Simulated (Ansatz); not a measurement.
**InNi3N (Pm-3m): phonons and vibrational spectra**

How does InNi3N (Pm-3m) vibrate, and is this structure a minimum?

Calculated with Ansatz 0.2.0; DFT PBEsol, scalar-relativistic, plane waves, PAW; PAW set soft_1.

**1. Starting point**

The structure is cubic, space group Pm-3m (No. 221). The conventional cell has a = 3.840 Å, b = 3.840 Å, c = 3.840 Å, α = 90.00°, β = 90.00°, γ = 90.00°. In has 12 Ni at 2.72 Å nearest. Ni has 2 N at 1.92 Å nearest. N has 6 Ni at 1.92 Å nearest. Farther neighbours and most contacts between anions are not listed.

**2. Relaxation**

Harmonic phonons are second derivatives at a point where the forces vanish, and they are wanted at zero stress, so atoms and cell are relaxed first.

File input.yaml:

```yaml
crystal:
  lattice:
    - [3.83985571, 0.0, 0.0]
    - [0.0, 3.83985571, 0.0]
    - [0.0, 0.0, 3.83985571]
  atoms:
    - { symbol: In, position: [0.0, 0.0, 0.0] }
    - { symbol: Ni, position: [0.5, 0.5, 0.0] }
    - { symbol: Ni, position: [0.5, 0.0, 0.5] }
    - { symbol: Ni, position: [0.0, 0.5, 0.5] }
    - { symbol: "N", position: [0.5, 0.5, 0.5] }
kpoints:
  mp_grid: { grid: [10, 10, 10] }
hamiltonian:
  xc: pbesol
  pseudopotentials: { kind: paw, azcp: { folder: soft_1 }, xc_functional: pbe }
scf:
  occupations: { method: gaussian, width: 0.1 }
output:
  forces: true
  stress: true
  eigenvalues: true
  write_density: true
  write_potential: true
  elf: true
  volumetric_format: npy
relax:
  adjacent_minimum: "off"
  f_tol: 0.005
  max_steps: 80
  cell: { stress_tol: 0.05 }
```

Started as:

```
ansatz run input.yaml --threads 4 --pin off --max-ram 10240MiB --backend cpu --events-out ev --progress --plain --runs-dir out
```

Numbers of over 12 decimals in the logs are rounded to 6 here.

The log of the run:

```text
Engine: ansatz 0.2.0, aarch64-unknown-linux-gnu
Pseudopotentials: kind: paw
Pseudopotential: In, paw, valence charge 13, recommended cutoff 420 eV (normal), soft_1/In.paw.azcp
Pseudopotential: Ni, paw, valence charge 18, recommended cutoff 420 eV (normal), soft_1/Ni.paw.azcp
Pseudopotential: N, paw, valence charge 5, recommended cutoff 420 eV (normal), soft_1/N.paw.azcp
Functional definition: PBEsol
  exchange = pbesol_x
  correlation = pbesol_c
Crystal: 5 atoms, lattice volume = 56.617 Å³
Basis set: ecut = 420 eV, 1141 PW (Γ), exchange–correlation on 54×54×54 points (8 copies of the dense FFT grid, shifted against one another)
Bands: 44, of which v1, the nominal top of the filled ones, is band 36 counted from 1 (35 counted from 0)
Symmetry: 48 space group operations
Space group: Pm-3m (ITA 221), of the structure as read, at distance tolerance 3.8e-5 Å
k-points: 56 of 1000
Non-local potential: In, projectors of the file, l = 0: 2, l = 1: 2, l = 2: 2, l = 3: 1
Non-local potential: Ni, projectors of the file, l = 0: 3, l = 1: 2, l = 2: 3, l = 3: 1
Non-local potential: N, projectors of the file, l = 0: 2, l = 1: 2, l = 2: 1
PAW form: soft (Blöchl's): semilocal exchange-correlation on the pseudo side does not see the compensation charge
PAW frozen core: In, regenerated for the run's functional, and the local potential with it (the file was generated under x = pbe(κ = 0.804, μ = 0.219515), c = pbe(β = 0.066725))
PAW frozen core: Ni, regenerated for the run's functional, and the local potential with it (the file was generated under x = pbe(κ = 0.804, μ = 0.219515), c = pbe(β = 0.066725))
PAW frozen core: N, regenerated for the run's functional, and the local potential with it (the file was generated under x = pbe(κ = 0.804, μ = 0.219515), c = pbe(β = 0.066725))
PAW one-centre angular grid: In, 590 points (default); XC on 64 Gauss nodes
PAW one-centre angular grid: Ni, 590 points (default); XC on 64 Gauss nodes
PAW one-centre angular grid: N, 110 points (default); XC on 64 Gauss nodes
Initial density: superposition of atomic densities (chi_scale 0.1, normalization cell, long waves kept (reshape's long-wave potential 0.01 eV rms))
Initial wavefunctions: pseudopotential atomic-orbital guess
Functional: x = pbesol(κ = 0.804, μ = 0.123457), c = pbesol(β = 0.046)
SCF iter   1: F=—  HF=-23321.357838 eV  |F-HF|=—  |Δ(HF+E_count)|=         —  Δρ=1.38e-1  dr2=8.44e0  ethr=3.10e-3  ⟨swp⟩=6.0  Hψ=8313  notcnv=0  defer=4
preconditioner: auto → Kerker (q_TF=auto, 2.840 Å⁻¹)  [metal: Δε(μ)=0.049 eV  Ē_g=10.935 eV  σ=0.100 eV  W_gap=0.27  n_scr=26 (ndim 8)  ℏωp=34.2 eV  f_vac=0.000  D(μ)=1.38/eV (n_scr^D=6)]
SCF iter   2: F=—  HF=-23320.119709 eV  |F-HF|=—  |Δ(HF+E_count)|=    1.24e0  Δρ=5.24e-2  dr2=1.49e0  ethr=3.10e-3  ⟨swp⟩=2.9  Hψ=3981  notcnv=0  defer=152
SCF iter   3: F=—  HF=-23319.767844 eV  |F-HF|=—  |Δ(HF+E_count)|=   3.52e-1  Δρ=1.87e-2  dr2=2.35e-1  ethr=2.06e-3  ⟨swp⟩=2.1  Hψ=3171  notcnv=0  defer=156
SCF iter   4: F=—  HF=-23319.725775 eV  |F-HF|=—  |Δ(HF+E_count)|=   4.21e-2  Δρ=5.72e-3  dr2=1.18e-2  ethr=3.26e-4  ⟨swp⟩=2.0  Hψ=3367  notcnv=0  defer=162
SCF iter   5: F=—  HF=-23319.725410 eV  |F-HF|=—  |Δ(HF+E_count)|=   3.66e-4  Δρ=1.24e-3  dr2=7.54e-4  ethr=1.63e-5  ⟨swp⟩=2.1  Hψ=4282  notcnv=0  defer=162
SCF iter   6: F=—  HF=-23319.725271 eV  |F-HF|=—  |Δ(HF+E_count)|=   1.38e-4  Δρ=4.88e-4  dr2=1.57e-4  ethr=1.05e-6  ⟨swp⟩=2.0  Hψ=3814  notcnv=0  defer=162
SCF iter   7: F=—  HF=-23319.725264 eV  |F-HF|=—  |Δ(HF+E_count)|=   7.23e-6  Δρ=1.67e-4  dr2=1.88e-5  ethr=2.18e-7  ⟨swp⟩=2.1  Hψ=3439  notcnv=0  defer=162
SCF iter   8: F=—  HF=-23319.725297 eV  |F-HF|=—  |Δ(HF+E_count)|=   3.27e-5  Δρ=4.35e-5  dr2=1.15e-6  ethr=2.61e-8  ⟨swp⟩=2.0  Hψ=3195  notcnv=0  defer=162
SCF iter   9: F=—  HF=-23319.725297 eV  |F-HF|=—  |Δ(HF+E_count)|=   2.50e-7  Δρ=1.36e-5  dr2=1.02e-7  ethr=1.60e-9  ⟨swp⟩=2.1  Hψ=3261  notcnv=0  defer=162
SCF iter  10: F=-23319.725296 eV  HF=-23319.725296 eV  |F-HF|=2.88e-9  |Δ(HF+E_count)|=   2.25e-8  Δρ=2.28e-6  dr2=3.04e-9  ethr=1.39e-10  ⟨swp⟩=13.4  Hψ=16993  notcnv=0
SCF 1 converged in 10 iterations: F = -23319.725296 eV  dr2 = 3.04e-9
  greatest PAW one-centre occupation: 1.001 electrons in one spin orbital (limit 2), on the Ni atom at site 2 (counted from 0), in its partial waves of l = 1
relax step   1: F+E_penalty+E_count = -23319.72529649 eV  Δ(F+E_penalty+E_count) = +0.000e0 eV  max|allowed force component| = 4.920e-29 eV/Å  Δτ_max = 0.0000 Å  P = -3.300 GPa  Ω = 56.617 Å³  (10 SCF iters, dr2 threshold 1.00e-7 eV, accepted)
Crystal: 5 atoms, lattice volume = 56.036 Å³
Basis set: ecut = 420 eV, 1045 PW (Γ), exchange–correlation on 54×54×54 points (8 copies of the dense FFT grid, shifted against one another)
Initial density: handed on by an earlier stage of this run
Initial wavefunctions: those handed on with the density
iter 1 solved again at ethr=8.36e-7 eV; its pass at ethr=3.10e-3 eV (dr2=6.02e-4 eV) is discarded
SCF iter   1: F=—  HF=-23319.734198 eV  |F-HF|=—  |Δ(HF+E_count)|=         —  Δρ=1.10e-3  dr2=5.50e-4  ethr=8.36e-7  ⟨swp⟩=2.2  Hψ=10996  notcnv=0
preconditioner: auto → Kerker (q_TF=auto, 2.845 Å⁻¹)  [metal: Δε(μ)=0.035 eV  Ē_g=10.911 eV  σ=0.100 eV  W_gap=0.19  n_scr=26 (ndim 8)  ℏωp=34.4 eV  f_vac=0.000  D(μ)=1.52/eV (n_scr^D=6)]
SCF iter   2: F=—  HF=-23319.734130 eV  |F-HF|=—  |Δ(HF+E_count)|=   6.80e-5  Δρ=5.03e-4  dr2=1.66e-4  ethr=7.64e-7  ⟨swp⟩=1.1  Hψ=2467  notcnv=0
SCF iter   3: F=—  HF=-23319.734144 eV  |F-HF|=—  |Δ(HF+E_count)|=   1.37e-5  Δρ=1.17e-4  dr2=1.54e-5  ethr=2.31e-7  ⟨swp⟩=2.0  Hψ=3342  notcnv=0
SCF iter   4: F=—  HF=-23319.734139 eV  |F-HF|=—  |Δ(HF+E_count)|=   5.30e-6  Δρ=8.19e-5  dr2=4.06e-6  ethr=2.14e-8  ⟨swp⟩=2.0  Hψ=3537  notcnv=0
iter 5 did not close the SCF: its close was put off for the readings that it lacked (scf_convergence_deferred on its scf_iter line)
SCF iter   5: F=-23319.734138 eV  HF=-23319.734138 eV  |F-HF|=6.19e-8  |Δ(HF+E_count)|=   9.26e-7  Δρ=2.59e-5  dr2=2.09e-7  ethr=5.63e-9  ⟨swp⟩=2.0  Hψ=3128  notcnv=0
SCF iter   6: F=-23319.734138 eV  HF=-23319.734138 eV  |F-HF|=1.25e-8  |Δ(HF+E_count)|=  1.09e-10  Δρ=5.38e-6  dr2=1.40e-8  ethr=2.90e-10  ⟨swp⟩=7.0  Hψ=17223  notcnv=0
SCF 2 converged in 6 iterations: F = -23319.734138 eV  dr2 = 1.40e-8
relax step   2: F+E_penalty+E_count = -23319.73413783 eV  Δ(F+E_penalty+E_count) = -8.841e-3 eV  max|allowed force component| = 8.257e-30 eV/Å  Δτ_max = 0.0000 Å  P = -1.245 GPa  Ω = 56.036 Å³  energy of the carried Pulay correction = +5.656e-4 eV  (6 SCF iters, dr2 threshold 5.00e-7 eV, accepted)
Crystal: 5 atoms, lattice volume = 55.690 Å³
iter 1 solved again at ethr=3.39e-7 eV; its pass at ethr=3.10e-3 eV (dr2=2.44e-4 eV) is discarded
SCF iter   1: F=—  HF=-23319.735793 eV  |F-HF|=—  |Δ(HF+E_count)|=         —  Δρ=6.66e-4  dr2=2.06e-4  ethr=3.39e-7  ⟨swp⟩=2.6  Hψ=10573  notcnv=0
preconditioner: auto → Kerker (q_TF=auto, 2.848 Å⁻¹)  [metal: Δε(μ)=0.034 eV  Ē_g=10.960 eV  σ=0.100 eV  W_gap=0.19  n_scr=18 (ndim 8)  ℏωp=34.5 eV  f_vac=0.000  D(μ)=1.51/eV (n_scr^D=6)]
SCF iter   2: F=—  HF=-23319.735801 eV  |F-HF|=—  |Δ(HF+E_count)|=   7.25e-6  Δρ=3.11e-4  dr2=6.39e-5  ethr=2.87e-7  ⟨swp⟩=1.1  Hψ=2467  notcnv=0
SCF iter   3: F=—  HF=-23319.735790 eV  |F-HF|=—  |Δ(HF+E_count)|=   1.08e-5  Δρ=6.94e-5  dr2=5.61e-6  ethr=8.87e-8  ⟨swp⟩=2.0  Hψ=3393  notcnv=0
SCF iter   4: F=—  HF=-23319.735788 eV  |F-HF|=—  |Δ(HF+E_count)|=   1.92e-6  Δρ=4.21e-5  dr2=1.16e-6  ethr=7.80e-9  ⟨swp⟩=2.0  Hψ=3453  notcnv=0
iter 5 did not close the SCF: its close was put off for the readings that it lacked (scf_convergence_deferred on its scf_iter line)
SCF iter   5: F=-23319.735787 eV  HF=-23319.735788 eV  |F-HF|=5.16e-8  |Δ(HF+E_count)|=   2.68e-7  Δρ=1.87e-5  dr2=1.08e-7  ethr=1.62e-9  ⟨swp⟩=2.0  Hψ=3204  notcnv=0
SCF iter   6: F=-23319.735788 eV  HF=-23319.735788 eV  |F-HF|=4.18e-9  |Δ(HF+E_count)|=   7.31e-9  Δρ=3.31e-6  dr2=4.36e-9  ethr=1.50e-10  ⟨swp⟩=6.0  Hψ=15643  notcnv=0
SCF 3 converged in 6 iterations: F = -23319.735788 eV  dr2 = 4.36e-9
  greatest PAW one-centre occupation: 1.001 electrons in one spin orbital (limit 2), on the Ni atom at site 3 (counted from 0), in its partial waves of l = 1
relax step   3: F+E_penalty+E_count = -23319.73578752 eV  Δ(F+E_penalty+E_count) = -1.650e-3 eV  max|allowed force component| = 8.559e-30 eV/Å  Δτ_max = 0.0000 Å  P = +0.039 GPa  Ω = 55.690 Å³  energy of the carried Pulay correction = +9.053e-4 eV  (6 SCF iters, dr2 threshold 5.00e-7 eV, accepted)
Initial wavefunctions: pseudopotential atomic-orbital guess (no wavefunctions were taken with the density)
iter 1 solved again at ethr=8.81e-8 eV; its pass at ethr=3.10e-3 eV (dr2=6.35e-5 eV) is discarded
SCF iter   1: F=—  HF=-23319.734918 eV  |F-HF|=—  |Δ(HF+E_count)|=         —  Δρ=4.55e-5  dr2=2.22e-7  ethr=8.81e-8  ⟨swp⟩=3.1  Hψ=15541  notcnv=0
preconditioner: auto → Kerker (q_TF=auto, 2.848 Å⁻¹)  [metal: Δε(μ)=0.033 eV  Ē_g=10.962 eV  σ=0.100 eV  W_gap=0.18  n_scr=18 (ndim 8)  ℏωp=34.5 eV  f_vac=0.000  D(μ)=1.51/eV (n_scr^D=6)]
SCF iter   2: F=—  HF=-23319.734946 eV  |F-HF|=—  |Δ(HF+E_count)|=   2.79e-5  Δρ=3.45e-5  dr2=2.81e-7  ethr=3.09e-10  ⟨swp⟩=2.1  Hψ=4492  notcnv=0
SCF iter   3: F=—  HF=-23319.734946 eV  |F-HF|=—  |Δ(HF+E_count)|=   3.31e-8  Δρ=6.45e-6  dr2=5.43e-9  ethr=3.09e-10  ⟨swp⟩=2.2  Hψ=3182  notcnv=0
SCF iter   4: F=—  HF=-23319.734946 eV  |F-HF|=—  |Δ(HF+E_count)|=   3.24e-9  Δρ=1.43e-6  dr2=6.78e-10  ethr=7.54e-12  ⟨swp⟩=2.1  Hψ=4496  notcnv=0
SCF iter   5: F=—  HF=-23319.734946 eV  |F-HF|=—  |Δ(HF+E_count)|=   1.42e-9  Δρ=8.46e-7  dr2=4.55e-10  ethr=1.00e-12  ⟨swp⟩=2.0  Hψ=4484  notcnv=0
SCF iter   6: F=—  HF=-23319.734946 eV  |F-HF|=—  |Δ(HF+E_count)|=  4.73e-11  Δρ=2.00e-7  dr2=5.10e-11  ethr=1.00e-12  ⟨swp⟩=1.3  Hψ=2497  notcnv=0
SCF iter   7: F=-23319.734946 eV  HF=-23319.734946 eV  |F-HF|=0.00e0  |Δ(HF+E_count)|=  1.46e-11  Δρ=6.74e-8  dr2=4.90e-12  ethr=1.00e-12  ⟨swp⟩=5.3  Hψ=10768  notcnv=0
SCF 4 converged in 7 iterations: F = -23319.734946 eV  dr2 = 4.90e-12
relax step   4: F+E_penalty+E_count = -23319.73494629 eV  Δ(F+E_penalty+E_count) = +8.412e-4 eV  max|allowed force component| = 7.330e-30 eV/Å  Δτ_max = 0.0000 Å  P = +0.029 GPa  Ω = 55.690 Å³  stress off target by 2.89e-2 GPa  SCF on the basis re-selected at this cell (its energy is not comparable with the rows above)  (7 SCF iters)
basis re-selected at this cell: Δ(F+E_penalty+E_count) = +8.412e-4 eV, ΔP = -0.010 GPa vs the last step (what re-selecting the basis moved, of the pressure what is left beyond the Pulay correction that the steps carried, after the strain that the cell walked since its last selection, with what the two solves' SCF thresholds leave and, on support functions, any second-order correction that the steps lacked; it is no m [...]
SCF converged after 7 iterations
Free energy (F): -23319.734946 eV
Harris-Foulkes:  -23319.734946 eV  (|F-HF|=0.00e0)
Internal energy: -23319.727402 eV  (E = F + TS)
E sigma→0 (E₀):  -23319.731174 eV
Entropy (-TS):   -0.007544 eV (-1.509 meV/atom)
Fermi energy:    17.435664 eV
--- Per-component energies (eV) ---
  E_band       = -806.883628
  E_kinetic    = 1375.983041
  E_local      = -10173.147725  (includes V_loc(G=0)·N_el)
  E_nonlocal   = 22.773194
  E_hartree    = 5336.384939
  E_xc         = -538.360580
  E_vxc        = -602.595533  (∫ρ·V_xc dr)
  E_paw        = -9135.640830  (= ΣΔE_a)
  E_vpaw       = -2102.670221  (= ΣTr[D̂ρ^β])
  E_aug_tail   = 0.003770  (compensation charges beyond the density's cutoff)
  E_ewald      = -10208.579082
  E_core_change = 0.855870  (= ΣΔE_core)
  E_smearing   = -0.007544  (= −TS)
  E_closure    = -0.000000  (closes the sum)
  Σ components = -23319.734946   (vs F -23319.734946, Δ=0.00e0)
--- Forces (eV/Å), atoms counted from 1 ---
  atom   1  In    -0.00000000    -0.00000000    -0.00000000
  atom   2  Ni     0.00000000     0.00000000    -0.00000000
  atom   3  Ni    -0.00000000     0.00000000    -0.00000000
  atom   4  Ni     0.00000000    -0.00000000     0.00000000
  atom   5  N     -0.00000000     0.00000000    -0.00000000
  max |Σ_I F_I| component: 7.43e-30 eV/Å
--- Stress (GPa, compression-positive) ---
        0.028919       0.000000       0.000000
        0.000000       0.028919       0.000000
        0.000000       0.000000       0.028919
  P = ⅓ Tr σ = 0.0289 GPa (0.289 kbar)
--- Band table (eV; the first three rows and the last of 56) ---
  k-point 0: bands = [... 32 lower, 16.5432, 16.5432, 16.5432, 16.6813, 18.3049, 19.7457, 19.7457, 19.7457, ... 4 higher]
  k-point 1: bands = [... 32 lower, 16.5433, 16.5488, 16.5488, 16.6446, 18.3506, 19.3880, 19.8877, 19.8877, ... 4 higher]
  k-point 2: bands = [... 32 lower, 16.5371, 16.5435, 16.5673, 16.5673, 18.4942, 18.9002, 20.2581, 20.2581, ... 4 higher]
  k-point 55: bands = [... 32 lower, 16.0705, 16.5277, 16.5277, 16.5277, 18.0675, 18.0675, 18.0675, 18.8633, ... 4 higher]
--- Relaxed structure (3 steps of the walk, 3 accepted, 1 SCFs on fresh bases) ---
  F+E_penalty+E_count = -23319.73494629 eV   max|allowed force component| = 7.330e-30 eV/Å   (the final SCF, on the basis selected at the relaxed cell)
  cell:  # Å, volume = 55.6897 Å³
    - [3.818783, 0, 0]
    - [0, 3.818783, 0.0]
    - [0, 0.0, 3.818783]
  atoms:
    - { symbol: In, position: [0, 0, 0] }
    - { symbol: Ni, position: [0.5, 0.5, 0] }
    - { symbol: Ni, position: [0.5, 0, 0.5] }
    - { symbol: Ni, position: [0, 0.5, 0.5] }
    - { symbol: N, position: [0.5, 0.5, 0.5] }
```

It took 9.1 s on 4 threads of Arm Neoverse V2, shared host; peak memory 0.46 GiB; 34 s of CPU time.

This run has no spin polarisation, although Ni can carry a moment.

Relaxation path:

| step | energy less that of the first step (eV) | largest force component (eV/Å) | pressure (GPa) | volume (Å³) |
| --- | --- | --- | --- | --- |
| 1 | 0.0000 | 0.0000 | -3.30 | 56.62 |
| 2 | -0.0088 | 0.0000 | -1.24 | 56.04 |
| 3 | -0.0105 | 0.0000 | 0.04 | 55.69 |
| 4* | -0.0096 | 0.0000 | 0.03 | 55.69 |

Relaxation steps marked * repeat the geometry before them on a plane-wave basis chosen anew for their cell, so energy and pressure can jump there.

The run keeps the 48 symmetry operations that it works with, so distortions that break them were not tested.

| conventional cell, symmetrised | before | after | change |
| --- | --- | --- | --- |
| a (Å) | 3.840 | 3.819 | -0.5 % |
| b (Å) | 3.840 | 3.819 | -0.5 % |
| c (Å) | 3.840 | 3.819 | -0.5 % |
| volume (Å³/atom) | 11.32 | 11.14 | -1.6 % |

Final coordinates:

```cif
data_structure
_symmetry_space_group_name_H-M 'P 1'
_symmetry_Int_Tables_number 1
_cell_length_a 3.8188
_cell_length_b 3.8188
_cell_length_c 3.8188
_cell_angle_alpha 90.000
_cell_angle_beta 90.000
_cell_angle_gamma 90.000
_cell_volume 55.69
loop_
_atom_site_label
_atom_site_type_symbol
_atom_site_fract_x
_atom_site_fract_y
_atom_site_fract_z
_atom_site_occupancy
In1 In 0.00000 0.00000 0.00000 1
Ni2 Ni 0.50000 0.50000 0.00000 1
Ni3 Ni 0.50000 0.00000 0.50000 1
Ni4 Ni 0.00000 0.50000 0.50000 1
N5 N 0.50000 0.50000 0.50000 1
```

Numbers from this step:

| Quantity | Value |
| --- | --- |
| pressure | 0.02892 GPa |
| volume per atom | 11.14 Å³ |
| gap on the k-mesh | 0 eV |

ELF in the ac plane at fractional y = 0.500, with atoms of Ni and N within 0.2 Å of it. It is the smooth field of the valence electrons, not physical close to the nuclei.

Values, 14 rows by 14 columns, each cell a mean:
```
0.25 0.25 0.23 0.18 0.20 0.42 0.77 0.88 0.69 0.31 0.18 0.19 0.24 0.25
0.24 0.24 0.23 0.18 0.18 0.25 0.39 0.46 0.35 0.22 0.17 0.20 0.24 0.24
0.18 0.19 0.20 0.19 0.16 0.16 0.17 0.18 0.17 0.16 0.17 0.19 0.20 0.19
0.18 0.18 0.16 0.18 0.26 0.36 0.44 0.48 0.43 0.33 0.23 0.17 0.17 0.18
0.35 0.29 0.18 0.17 0.42 0.68 0.75 0.76 0.74 0.62 0.33 0.16 0.22 0.31
0.81 0.62 0.25 0.19 0.56 0.75 0.58 0.44 0.63 0.74 0.43 0.17 0.35 0.69
0.96 0.81 0.30 0.20 0.61 0.72 0.32 0.09 0.44 0.76 0.48 0.18 0.46 0.88
0.88 0.69 0.27 0.19 0.58 0.75 0.50 0.32 0.58 0.75 0.44 0.17 0.39 0.77
0.49 0.38 0.20 0.18 0.47 0.74 0.75 0.72 0.75 0.68 0.36 0.16 0.25 0.42
0.21 0.20 0.16 0.17 0.30 0.47 0.58 0.61 0.56 0.42 0.26 0.16 0.18 0.20
0.17 0.18 0.18 0.18 0.17 0.18 0.19 0.20 0.19 0.17 0.18 0.19 0.18 0.18
0.22 0.23 0.22 0.18 0.16 0.20 0.27 0.30 0.25 0.18 0.16 0.20 0.23 0.23
0.25 0.25 0.23 0.18 0.20 0.38 0.69 0.81 0.62 0.29 0.18 0.19 0.24 0.25
0.26 0.25 0.22 0.17 0.21 0.49 0.88 0.96 0.81 0.35 0.18 0.18 0.24 0.25
```
Columns run along a (3.8 Å), rows up along c (3.8 Å). Atoms in or near the plane, at fractional coordinates: Ni at (0.50, 0.00), Ni at (0.00, 0.50), N at (0.50, 0.50).

Valence density in the ac plane at fractional y = 0.500, with atoms of Ni and N within 0.2 Å of it. It is the smooth field of the valence electrons, not physical close to the nuclei.

Values in e/Å³, 14 rows by 14 columns, each cell a mean:
```
 0  0  0  0  1  6 22 33 17  4  1  0  0  0
 0  0  0  0  1  2  6  8  5  1  0  0  0  0
 0  0  0  0  0  1  1  1  1  1  0  0  0  0
 1  1  0  0  0  1  1  1  1  0  0  0  0  1
 5  3  1  0  1  1  1  2  1  1  0  1  1  4
26 13  3  1  1  2  3  3  3  1  1  1  5 17
53 26  5  1  1  2  3  3  3  2  1  1  8 33
34 17  3  1  1  2  3  3  3  1  1  1  6 22
 9  5  1  1  1  1  2  2  2  1  1  1  2  6
 1  1  0  0  0  1  1  1  1  1  0  0  1  1
 0  0  0  0  0  1  1  1  1  0  0  0  0  0
 0  0  0  0  0  1  3  5  3  1  0  0  0  0
 0  0  0  0  1  5 17 26 13  3  1  0  0  0
 0  0  0  0  1  9 34 53 26  5  1  0  0  0
```
Columns run along a (3.8 Å), rows up along c (3.8 Å). Atoms in or near the plane, at fractional coordinates: Ni at (0.50, 0.00), Ni at (0.00, 0.50), N at (0.50, 0.50).

Electrostatic potential energy in the ac plane at fractional y = 0.500, with atoms of Ni and N within 0.2 Å of it. With pseudopotentials it is smooth inside the atoms' cores, unlike the true potential.

Ten even steps from '_' (-30 eV) to '@' (26 eV), each cell a mean:
```
%%%%%%##++==%%@@##==**%%%%%%
%%%%%%%%**====++====##%%%%%%
%%%%%%%%##**++==++**%%%%%%%%
++**##%%%%####**##%%%%%%##**
====++##%%**==--++##%%**====
%%**==**##--____..++##++==##
@@%%==++**::______--**==++@@
@@##==++**--______==##++==%%
++====####++--::--**##**====
==++##%%%%##****##%%%%##**++
####%%%%%%##++++**##%%%%%%##
%%%%%%%%##========++##%%%%%%
%%%%%%##++==##%%**==**%%%%%%
%%%%%%##==++@@@@%%==++%%%%%%
```
Columns run along a (3.8 Å; values clipped at the 3rd and 97th percentile), rows up along c (3.8 Å). Atoms in or near the plane, at fractional coordinates: Ni at (0.50, 0.00), Ni at (0.00, 0.50), N at (0.50, 0.50).

In this step the volume went from 11.32 to 11.14 Å³/atom.

(Part 1 of 3 ends here.)

[Logs are printed without paths, hosts, clocks, repeated set-up lines and the standing remarks that a program may print on its own settings, such as how far it seeks lower states.]

[Hosts, paths, dates, database ids (printed as entryN), source tags and the programs' standing remarks are cut or masked in the printed files.]
